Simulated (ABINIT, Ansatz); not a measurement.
Records of electronic-structure calculations.

```json
{"subject": "A GW chain in ABINIT: CdS (Hawleyite)", "lattice_ang": [[-0.0, 2.9165, 2.9165], [2.9165, -0.0, 2.9165], [2.9165, 2.9165, -0.0]], "atoms": [["Cd", 0.0, 0.0, 0.0], ["S", 0.25, 0.25, 0.25]], "method": "RPA screening on PBE, plane waves, norm-conserving pseudopotentials (and 2 further levels or steps)", "program": "ABINIT 10.8.3", "settings": "cutoff 47 Ha, PseudoDojo scalar-relativistic 0.4.1 standard, norm-conserving, ngkpt (4, 4, 4), nband 109, ecuteps 5.5 Ha, inclvkb 2, shiftk (0, 0, 0), symchi 1, awtr 1, frequency ppm, 4×4×4 k-mesh", "cost": "5 runs, 65 s in all on 8 MPI ranks of Intel Xeon 6975P-C (Granite Rapids), shared host", "notes": "The cell and positions come from the Crystallography Open Database and are kept as given unless a step says otherwise. Limits: no spin-orbit coupling. The 4×4×4 mesh is coarse for this cell, which bears on the long-range parts of exchange and screening.", "results": {"pbe_gap": "1.14 eV, direct", "g0w0_gap_on_the_mesh": "2.07 eV", "gw_settings": "4×4×4 mesh, 109 bands, screening to 149.7 eV, Godby-Needs plasmon pole", "known_limits": "short of the basis limit; no spin-orbit coupling; coarse k mesh"}}
```

```json
{"subject": "A GW chain in ABINIT: SiC (Moissanite)", "lattice_ang": [[3.076, 0.0, 0.0], [-1.538, 2.6639, 0.0], [0.0, 0.0, 5.048]], "atoms": [["Si", 0.3333, 0.6667, 0.0], ["Si", 0.6667, 0.3333, 0.5], ["C", 0.3333, 0.6667, 0.385], ["C", 0.6667, 0.3333, 0.885]], "method": "RPA screening on PBE, plane waves, norm-conserving pseudopotentials (and 2 further levels or steps)", "program": "ABINIT 10.8.3", "settings": "cutoff 37 Ha, PseudoDojo scalar-relativistic 0.4.1 standard, norm-conserving, ngkpt (6, 6, 4), nband 159, ecuteps 7.2 Ha, inclvkb 2, shiftk (0, 0, 0), symchi 1, awtr 1, frequency ppm, 6×6×4 k-mesh", "cost": "5 runs, 2.1 min in all on 8 MPI ranks of Intel Xeon 6975P-C (Granite Rapids), shared host", "notes": "The program’s warnings: nkpt*nsppol () is not a multiple of nproc spkpt (). The cell and positions come from the Crystallography Open Database and are kept as given unless a step says otherwise.", "results": {"pbe_gap": "2.33 eV, indirect", "g0w0_gap_on_the_mesh": "2.99 eV", "gw_settings": "6×6×4 mesh, 159 bands, screening to 195.9 eV, Godby-Needs plasmon pole", "known_limits": "short of the basis limit"}}
```

[Long decimals in the printed logs are rounded to 6 places.]

[Logs are printed without paths, hosts, clocks, repeated set-up lines and the standing remarks that a program may print on its own settings, such as how far it seeks lower states.]

[Paths, hosts, dates, memory and timing lines, banners, echoed tables and standing remarks are left out of the program output; an Ansatz launch command may be rebuilt from the run's recorded settings. Measured values are a selection of at most five: reports struck by readers or far from the other reports are left out. None is set beside runs whose start may be inverted or whose files or cutoffs have a known fault.]

[Runs of the session that timed out or met a known fault of the program may be left out.]

[Hosts, paths, dates, database ids (printed as entryN), source tags and the programs' standing remarks are cut or masked in the printed files.]

[G0W0 gaps are taken among the corrected bands and points alone; a level outside them can change the order at an edge.]

[Where Ansatz stands beside ABINIT at settings called matched, ABINIT's density can come from a denser mesh and the files from another edition; pairs whose starting gaps differed by over 0.03 eV were left out, so agreement reads better than it is.]
